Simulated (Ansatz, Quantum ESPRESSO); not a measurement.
# KCdF3 (Pm-3m): Raman and infrared activity, part 2 of 3

Which lines does KCdF3 (Pm-3m) show in Raman and infrared spectra?

Quantum ESPRESSO 8.0 development, patched; DFT LDA, scalar-relativistic, plane waves, PseudoDojo norm-conserving pseudopotentials.

So far. Step 2 (A probe with smearing): A gap of 2.8 eV opens on this mesh, so the crystal is taken as an insulator; the start stands at -3.7 GPa. Step 4 (Ground state): The cell stands at -0.12 GPa, close enough for phonons. The relaxed cell has a = 4.302 Å (conventional setting).

## (5) Linear response at Γ

At q = 0 one unit cell holds all displacements; symmetry groups them into irreducible representations that are solved one by one. The response to a field gives ε∞ and the Born charges, which polar modes need. Third-order response adds the Raman tensors.

File ph.in:

```
phonons
 &inputph
    prefix='x',
    outdir='./tmp',
    fildyn='g.dyn',
    tr2_ph=1.0d-18,
    epsil=.true.,
    lraman=.true.,
    elop=.true.,
 /
0.000000000 0.000000000 0.000000000
```

Started as:

```bash
OMP_NUM_THREADS=1 mpirun -n 8 ph.x -nk 8 -in ph.in > ph.out
```

What it wrote:

```text
[banners, grids, parts of the stress and lines that vanish by symmetry left out]
[banner, memory and clock lines left out]
Program PHONON v.8.0dev

[...]
(   1q-points):
[...]
Exchange-correlation= PW
                           (   1   4   0   0   0   0   0)
[...]
kinetic-energy cut-off    =      94.0000  Ry
     charge density cut-off    =     376.0000  Ry
     convergence threshold     =      1.0E-18
[...]
Exchange-correlation= PW
                           (   1   4   0   0   0   0   0)
[...]
q = (   0.0000000   0.0000000   0.0000000 )
     49 Sym.Ops. (with q -> -q+G )
     G cutoff =  629.4261  (  66299 G-vectors)     FFT grid: ( 54, 54, 54)
     number of k points=    10
[...]
Mode symmetry, O_h (m-3m)  point group:
[...]
Dielectric constant
[...]
End of electric fields calculation
          Dielectric constant in cartesian axis
          (       2.407069642       0.000000000       0.000000000 )
          (       0.000000000       2.407069642       0.000000000 )
          (       0.000000000       0.000000000       2.407069642 )
          Effective charges (d Force / dE) in cartesian axis without acoustic sum rule applied (asr)
           atom    1  K     Mean Z*:        1.19981
      Ex  (        1.19981        0.00000        0.00000 )
      Ey  (        0.00000        1.19981        0.00000 )
      Ez  (        0.00000        0.00000        1.19981 )
           atom    2  Cd    Mean Z*:        2.29752
      Ex  (        2.29752        0.00000        0.00000 )
      Ey  (        0.00000        2.29752        0.00000 )
      Ez  (        0.00000        0.00000        2.29752 )
           atom    3  F     Mean Z*:       -1.16592
      Ex  (       -1.75427        0.00000        0.00000 )
      Ey  (        0.00000       -0.87174        0.00000 )
      Ez  (        0.00000        0.00000       -0.87174 )
           atom    4  F     Mean Z*:       -1.16592
      Ex  (       -0.87174        0.00000        0.00000 )
      Ey  (        0.00000       -1.75427        0.00000 )
      Ez  (        0.00000        0.00000       -0.87174 )
           atom    5  F     Mean Z*:       -1.16592
      Ex  (       -0.87174        0.00000        0.00000 )
      Ey  (        0.00000       -0.87174        0.00000 )
      Ez  (        0.00000        0.00000       -1.75427 )
          Effective charges Sum: Mean:       -0.00041
[...]
Effective charges (d Force / dE) in cartesian axis with asr applied:
           atom    1  K     Mean Z*:        1.19989
[...]
atom    2  Cd    Mean Z*:        2.29761
[...]
atom    3  F     Mean Z*:       -1.16583
[...]
atom    4  F     Mean Z*:       -1.16583
[...]
atom    5  F     Mean Z*:       -1.16583
[...]
Dielectric constant from finite-differences
          (       2.407114408       0.000000000       0.000000000 )
          (       0.000000000       2.407114408       0.000000000 )
          (       0.000000000       0.000000000       2.407114408 )
[...]
(       0.000000000       0.000000000       0.000000000 )
          (       0.000000000       0.000000000       0.000000000 )
          (       0.000000000       0.000000000       0.000000000 )
          (       0.000000000       0.000000000       0.000000000 )
          (       0.000000000       0.000000000       0.000000000 )
          (       0.000000000       0.000000000       0.000000000 )
          (       0.000000000      -0.000000000       0.000000000 )
          (       0.000000000       0.000000000       0.000000000 )
[...]
(       0.000000000       0.000000000       0.000000000 )
          (      -0.000000000       0.000000000       0.000000000 )
          (       0.000000000      -0.000000000       0.000000000 )
          (      -0.000000000       0.000000000       0.000000000 )
          (       0.000000000       0.000000000       0.000000000 )
[...]
Representation #   1 modes #   1   2   3
[...]
End of self-consistent calculation
     Convergence has been achieved
     Representation #   2 modes #   4   5   6
[...]
End of self-consistent calculation
     Convergence has been achieved
     Representation #   3 modes #   7   8   9
[...]
End of self-consistent calculation
     Convergence has been achieved
     Representation #   4 modes #  10  11  12
[...]
End of self-consistent calculation
     Convergence has been achieved
     Representation #   5 modes #  13  14  15
[...]
End of self-consistent calculation
     Convergence has been achieved
[...]
Dielectric constant in cartesian axis
          (       2.407069642       0.000000000       0.000000000 )
          (       0.000000000       2.407069642       0.000000000 )
          (       0.000000000       0.000000000       2.407069642 )
          Effective charges (d Force / dE) in cartesian axis without acoustic sum rule applied (asr)
           atom    1  K     Mean Z*:        1.19981
      Ex  (        1.19981        0.00000        0.00000 )
      Ey  (        0.00000        1.19981        0.00000 )
      Ez  (        0.00000        0.00000        1.19981 )
           atom    2  Cd    Mean Z*:        2.29752
      Ex  (        2.29752        0.00000        0.00000 )
      Ey  (        0.00000        2.29752        0.00000 )
      Ez  (        0.00000        0.00000        2.29752 )
           atom    3  F     Mean Z*:       -1.16592
      Ex  (       -1.75427        0.00000        0.00000 )
      Ey  (        0.00000       -0.87174        0.00000 )
      Ez  (        0.00000        0.00000       -0.87174 )
           atom    4  F     Mean Z*:       -1.16592
      Ex  (       -0.87174        0.00000        0.00000 )
      Ey  (        0.00000       -1.75427        0.00000 )
      Ez  (        0.00000        0.00000       -0.87174 )
           atom    5  F     Mean Z*:       -1.16592
      Ex  (       -0.87174        0.00000        0.00000 )
      Ey  (        0.00000       -0.87174        0.00000 )
      Ez  (        0.00000        0.00000       -1.75427 )
          Effective charges Sum: Mean:       -0.00041
[...]
Effective charges (d Force / dE) in cartesian axis with asr applied:
           atom    1  K     Mean Z*:        1.19989
[...]
atom    2  Cd    Mean Z*:        2.29761
[...]
atom    3  F     Mean Z*:       -1.16583
[...]
atom    4  F     Mean Z*:       -1.16583
[...]
atom    5  F     Mean Z*:       -1.16583
[...]
q = (    0.000000000   0.000000000   0.000000000 )
[...]
freq (    1) =      -1.851296 [THz] =     -61.752591 [cm-1]
     freq (    2) =      -1.851296 [THz] =     -61.752591 [cm-1]
     freq (    3) =      -1.851296 [THz] =     -61.752591 [cm-1]
     freq (    4) =      -1.492080 [THz] =     -49.770443 [cm-1]
     freq (    5) =      -1.492080 [THz] =     -49.770443 [cm-1]
     freq (    6) =      -1.492080 [THz] =     -49.770443 [cm-1]
     freq (    7) =      -0.048774 [THz] =      -1.626915 [cm-1]
     freq (    8) =      -0.048774 [THz] =      -1.626915 [cm-1]
     freq (    9) =      -0.048774 [THz] =      -1.626915 [cm-1]
     freq (   10) =       3.523135 [THz] =     117.519128 [cm-1]
     freq (   11) =       3.523135 [THz] =     117.519128 [cm-1]
     freq (   12) =       3.523135 [THz] =     117.519128 [cm-1]
     freq (   13) =      14.226858 [THz] =     474.556912 [cm-1]
     freq (   14) =      14.226858 [THz] =     474.556912 [cm-1]
     freq (   15) =      14.226858 [THz] =     474.556912 [cm-1]
[...]
Mode symmetry, O_h (m-3m)  point group:
     freq (   1-   3) =        -61.8  [cm-1]   --> T_1u G_15  G_4- I
     freq (   4-   6) =        -49.8  [cm-1]   --> T_2u G_25  G_5-
     freq (   7-   9) =         -1.6  [cm-1]   --> T_1u G_15  G_4- I
     freq (  10-  12) =        117.5  [cm-1]   --> T_1u G_15  G_4- I
     freq (  13-  15) =        474.6  [cm-1]   --> T_1u G_15  G_4- I
```

Run time: 20 min. Hardware: 8 MPI ranks of Arm Neoverse V2, shared host.

This step gave:

* miss of the charge sum rule: 4.20e-4 e
* largest acoustic frequency at the zone centre before the sum rule: -1.63 cm⁻¹
* highest optical zone-centre mode (no LO-TO term): 474.6 cm⁻¹
* lowest optical zone-centre mode: -61.75 cm⁻¹
* mean high-frequency dielectric constant: 2.407
* largest Born charge in size (third of the trace): 2.297 e

Born charge (rows field, columns displacement), before the sum rule (e), principal values of the symmetric part by kind of site:

| atom | atoms with these values | low | middle | high | mean |
| --- | --- | --- | --- | --- | --- |
| K1 | 1 | 1.20 | 1.20 | 1.20 | 1.20 |
| Cd2 | 1 | 2.30 | 2.30 | 2.30 | 2.30 |
| F3 | 3 | -1.75 | -0.87 | -0.87 | -1.17 |

In full for K1:

```
1.20 0.00 0.00
0.00 1.20 0.00
0.00 0.00 1.20
```

High-frequency dielectric tensor:

```
2.41 0.00 0.00
0.00 2.41 0.00
0.00 0.00 2.41
```

The acoustic modes at Γ come out as far as 1.6 cm⁻¹ from zero, where they should vanish, a small numerical error; the Born charges miss their sum rule by 4.2e-4 e, which is good. The lowest optical mode is imaginary, 62i cm⁻¹, an instability at this level and on this k mesh.

## (6) Zone-centre analysis

A rigid shift of the crystal must cost nothing, but grids and finite bases break this; the acoustic sum rule is imposed before the matrix is diagonalised again. With Born charges the intensities follow; a static dielectric tensor has no meaning with imaginary modes.

File dynmat.in:

```
 &input
    fildyn='g.dyn',
    asr='simple',
    fileig='dynmat.eig',
    lperm=.true.,
 /
```

Started as:

```bash
dynmat.x -in dynmat.in > dynmat.out
```

What it wrote:

```text
[banner, memory and clock lines left out]
Program DYNMAT v.8.0dev

     Reading Dynamical Matrix from file g.dyn
     ...Force constants read
     ...epsilon and Z* read
     ...Raman cross sections read
     A direction for q was not specified:TO-LO splitting will be absent

     Polarizability (A^3 units)
     multiply by 0.680724 for Clausius-Mossotti correction (not under assume_isolated = 'mt')
         8.914235    0.000000    0.000000
         0.000000    8.914235    0.000000
         0.000000    0.000000    8.914235

     IR activities are in (D/A)^2/amu units

# mode   [cm-1]    [THz]      IR
    1    -61.73   -1.8506    2.8684
    2    -61.73   -1.8506    2.8684
    3    -61.73   -1.8506    2.8684
    4    -49.71   -1.4904    0.0000
    5    -49.71   -1.4904    0.0000
    6    -49.71   -1.4904    0.0000
    7     -0.00   -0.0000    0.0000
    8      0.00    0.0000    0.0000
    9      0.00    0.0000    0.0000
   10    117.53    3.5235    0.5475
   11    117.53    3.5235    0.5475
   12    117.53    3.5235    0.5475
   13    474.56   14.2271    4.0992
   14    474.56   14.2271    4.0992
   15    474.56   14.2271    4.0992

Electronic dielectric permittivity tensor (relative, adimensional)
         2.407070    0.000000    0.000000
         0.000000    2.407070    0.000000
         0.000000    0.000000    2.407070

 ... with zone-center polar mode contributions
         3.956510    0.000000   -0.000000
         0.000000    3.956510   -0.000000
        -0.000000   -0.000000    3.956510

[end of the log left out, with the tail of the file of modes that dynmat.x writes under the same name]
```

Run time: 0.46 s. Hardware: 1 thread.

Read from the output:

```
lowest optical zone-centre mode : -61.73 cm⁻¹
```

Unit eigenvectors of the mass-weighted matrix after the sum rule; no LO-TO term. The modes at Γ (shares of kinetic energy by element, %) (negative means imaginary):

| mode | frequency (cm⁻¹) | K % | Cd % | F % |
| --- | --- | --- | --- | --- |
| 1 | -61.7 | 57 | 0 | 43 |
| 2 | -61.7 | 57 | 0 | 43 |
| 3 | -61.7 | 57 | 0 | 43 |
| 4 | -49.7 | 0 | 0 | 100 |
| 5 | -49.7 | 0 | 0 | 100 |
| 6 | -49.7 | 0 | 0 | 100 |
| 7 | 0.0 | 19 | 54 | 27 |
| 8 | 0.0 | 19 | 54 | 27 |
| 9 | 0.0 | 19 | 54 | 27 |
| 10 | 117.5 | 25 | 36 | 40 |
| 11 | 117.5 | 25 | 36 | 40 |
| 12 | 117.5 | 25 | 36 | 40 |
| 13 | 474.6 | 0 | 10 | 90 |
| 14 | 474.6 | 0 | 10 | 90 |
| 15 | 474.6 | 0 | 10 | 90 |

Displacements in mode 2 (-61.7 cm⁻¹), the largest set to 1:
```
K1  -0.07 -0.01  1.00
Cd2  0.00  0.00 -0.03
F3   0.01  0.01 -0.88
F4   0.06  0.00 -0.88
F5   0.06  0.01 -0.14
```

Displacements in mode 12 (117.5 cm⁻¹), the largest set to 1:
```
K1  -0.79  0.34  0.01
Cd2  0.56 -0.24  0.00
F3   0.31  0.43  0.01
F4  -1.00 -0.13  0.01
F5  -1.00  0.43  0.00
```

Degenerate modes summed, no LO-TO term; imaginary modes left out. Lines of the infrared spectrum (strongest = 100):

| position (cm⁻¹) | lines merged | IR intensity, relative |
| --- | --- | --- |
| 118 | 3 | 13 |
| 475 | 3 | 100 |

The rule moves no optical mode by more than 0.1 cm⁻¹.

## (7) Sum rules set otherwise (asr no)

Without the rule the raw error of the acoustic modes shows.

File dynmat.in:

```
 &input
    fildyn='g.dyn',
    asr='no',
    fileig='dynmat.eig',
    lperm=.true.,
 /
```

Started as:

```bash
dynmat.x -in dynmat.in > dynmat.out
```

What it wrote:

```text
[banner, memory and clock lines left out]
Program DYNMAT v.8.0dev

     Reading Dynamical Matrix from file g.dyn
     ...Force constants read
     ...epsilon and Z* read
     ...Raman cross sections read
     A direction for q was not specified:TO-LO splitting will be absent

     Polarizability (A^3 units)
     multiply by 0.680724 for Clausius-Mossotti correction (not under assume_isolated = 'mt')
         8.914235    0.000000    0.000000
         0.000000    8.914235    0.000000
         0.000000    0.000000    8.914235

     IR activities are in (D/A)^2/amu units

# mode   [cm-1]    [THz]      IR
    1    -61.75   -1.8513    2.8689
    2    -61.75   -1.8513    2.8689
    3    -61.75   -1.8513    2.8689
    4    -49.77   -1.4921    0.0000
    5    -49.77   -1.4921    0.0000
    6    -49.77   -1.4921    0.0000
    7     -1.63   -0.0488    0.0000
    8     -1.63   -0.0488    0.0000
    9     -1.63   -0.0488    0.0000
   10    117.52    3.5231    0.5473
   11    117.52    3.5231    0.5473
   12    117.52    3.5231    0.5473
   13    474.56   14.2269    4.0995
   14    474.56   14.2269    4.0995
   15    474.56   14.2269    4.0995

Electronic dielectric permittivity tensor (relative, adimensional)
         2.407070    0.000000    0.000000
         0.000000    2.407070    0.000000
         0.000000    0.000000    2.407070

 ... with zone-center polar mode contributions
         3.956422   -0.000000   -0.000000
        -0.000000    3.956422    0.000000
        -0.000000    0.000000    3.956422

[end of the log left out, with the tail of the file of modes that dynmat.x writes under the same name]
```

Run time: 0.46 s. Hardware: 1 thread.

This step gave:

```yaml
lowest_optical_zone_centre_mode: -61.75 cm⁻¹
```

Zone-centre frequencies as printed; negative means imaginary. Modes:

| mode | frequency (cm⁻¹) |
| --- | --- |
| 1 | -61.75 |
| 2 | -61.75 |
| 3 | -61.75 |
| 4 | -49.77 |
| 5 | -49.77 |
| 6 | -49.77 |
| 7 | -1.63 |
| 8 | -1.63 |
| 9 | -1.63 |
| 10 | 117.5 |
| 11 | 117.5 |
| 12 | 117.5 |
| 13 | 474.6 |
| 14 | 474.6 |
| 15 | 474.6 |

Against the first rule no mode moves by more than 1.7 cm⁻¹.

## (8) Sum rules set otherwise: a sum rule for molecules or wires on a crystal

This rule also removes rotations, which suits wires and not a crystal; it is tried to see the harm.

File dynmat.in:

```
 &input
    fildyn='g.dyn',
    asr='one-dim',
    fileig='dynmat.eig',
    lperm=.true.,
 /
```

Started as:

```bash
dynmat.x -in dynmat.in > dynmat.out
```

What it wrote:

```text
[banner, memory and clock lines left out]
Program DYNMAT v.8.0dev

     Reading Dynamical Matrix from file g.dyn
     ...Force constants read
     ...epsilon and Z* read
     ...Raman cross sections read
asr rotation axis in 1D system=    3
     Acoustic Sum Rule: || Z*(ASR) - Z*(orig)|| =    3.191740E-04
     Acoustic Sum Rule: ||dyn(ASR) - dyn(orig)||=    4.483878E-02
     Message from routine dynmat:
     WARNING: the charges keep any dipole. Ignore the strengths of the modes set to zero; with q typed a rigid rotation may get a frequency
     A direction for q was not specified:TO-LO splitting will be absent

     Polarizability (A^3 units)
     multiply by 0.680724 for Clausius-Mossotti correction (not under assume_isolated = 'mt')
         8.914235    0.000000    0.000000
         0.000000    8.914235    0.000000
         0.000000    0.000000    8.914235

     IR activities are in (D/A)^2/amu units

# mode   [cm-1]    [THz]      IR
    1    -62.10   -1.8617    2.4563
    2    -61.75   -1.8511    2.8686
    3    -61.75   -1.8511    2.8686
    4    -49.77   -1.4921    0.0000
    5    -49.77   -1.4921    0.0000
    6     -0.00   -0.0000    0.0547
    7      0.00    0.0000    0.0016
    8      0.00    0.0000    0.0029
    9      0.00    0.0000    0.0000
   10    104.87    3.1440    0.8552
   11    117.52    3.5231    0.5473
   12    117.52    3.5231    0.5473
   13    465.52   13.9560    4.1444
   14    474.56   14.2269    4.0993
   15    474.56   14.2269    4.0993

Electronic dielectric permittivity tensor (relative, adimensional)
         2.407070    0.000000    0.000000
         0.000000    2.407070    0.000000
         0.000000    0.000000    2.407070

 ... with zone-center polar mode contributions
         4.479506   -0.523158    0.000000
        -0.523158    4.479506   -0.000000
         0.000000   -0.000000    3.956347

[end of the log left out, with the tail of the file of modes that dynmat.x writes under the same name]
```

It took 0.46 s on 1 thread.

The run ended normally, but on settings that are not sound.

The fault: a sum rule for molecules or wires on a crystal; 1 optical mode is projected out to zero frequency, as if it were a rotation.

For a crystal the rule has to be 'simple' or 'crystal'.

Zone-centre frequencies as printed; negative means imaginary. Modes:

| mode | frequency (cm⁻¹) |
| --- | --- |
| 1 | -62.1 |
| 2 | -61.75 |
| 3 | -61.75 |
| 4 | -49.77 |
| 5 | -49.77 |
| 6 | 0 |
| 7 | 0 |
| 8 | 0 |
| 9 | 0 |
| 10 | 104.9 |
| 11 | 117.5 |
| 12 | 117.5 |
| 13 | 465.5 |
| 14 | 474.6 |
| 15 | 474.6 |

## (9) Modes along a direction of q (1 0 0)

A longitudinal polar mode sets up a macroscopic field that stiffens it; the term hangs on the direction from which q goes to zero.

File dynmat.in:

```
 &input
    fildyn='g.dyn',
    asr='simple',
    fileig='dynmat.eig',
    q(1)=1.0,
    q(2)=0.0,
    q(3)=0.0,
 /
```

Started as:

```bash
dynmat.x -in dynmat.in > dynmat.out
```

What it wrote:

```text
[banner, memory and clock lines left out]
Program DYNMAT v.8.0dev

     Reading Dynamical Matrix from file g.dyn
     ...Force constants read
     ...epsilon and Z* read
     ...Raman cross sections read

     Polarizability (A^3 units)
     multiply by 0.680724 for Clausius-Mossotti correction (not under assume_isolated = 'mt')
         8.914235    0.000000    0.000000
         0.000000    8.914235    0.000000
         0.000000    0.000000    8.914235

     IR activities are in (D/A)^2/amu units

# mode   [cm-1]    [THz]      IR
    1    -61.73   -1.8506    2.8684
    2    -61.73   -1.8506    2.8684
    3    -49.71   -1.4904    0.0000
    4    -49.71   -1.4904    0.0000
    5    -49.71   -1.4904    0.0000
    6     -0.00   -0.0000    0.0000
    7     -0.00   -0.0000    0.0000
    8      0.00    0.0000    0.0000
    9     95.04    2.8493    0.1948
   10    117.53    3.5235    0.5475
   11    117.53    3.5235    0.5475
   12    178.29    5.3449    1.9844
   13    474.56   14.2271    4.0992
   14    474.56   14.2271    4.0992
   15    527.29   15.8078    5.3359

[end of the log left out, with the tail of the file of modes that dynmat.x writes under the same name]
```

The job ended after 0.46 s (1 thread).

This step gave:

```yaml
highest_mode_moved_by_the_lo_to_term: 527.3 cm⁻¹
```

Zone-centre frequencies as printed; negative means imaginary. Modes:

| mode | frequency (cm⁻¹) |
| --- | --- |
| 1 | -61.73 |
| 2 | -61.73 |
| 3 | -49.71 |
| 4 | -49.71 |
| 5 | -49.71 |
| 6 | 0 |
| 7 | 0 |
| 8 | 0 |
| 9 | 95.04 |
| 10 | 117.5 |
| 11 | 117.5 |
| 12 | 178.3 |
| 13 | 474.6 |
| 14 | 474.6 |
| 15 | 527.3 |

The field moves 3 modes; the highest of them now lies at 527 cm⁻¹, where the highest that moved away lay at 475.

(Continued in part 3 of 3.)

[Host names and launcher messages were left out of these logs when they were recorded.]

[Logs are printed without paths, hosts, clocks, repeated set-up lines and the standing remarks that a program may print on its own settings, such as how far it seeks lower states.]

[Hosts, paths, dates, database ids (printed as entryN), source tags and the programs' standing remarks are cut or masked in the printed files.]
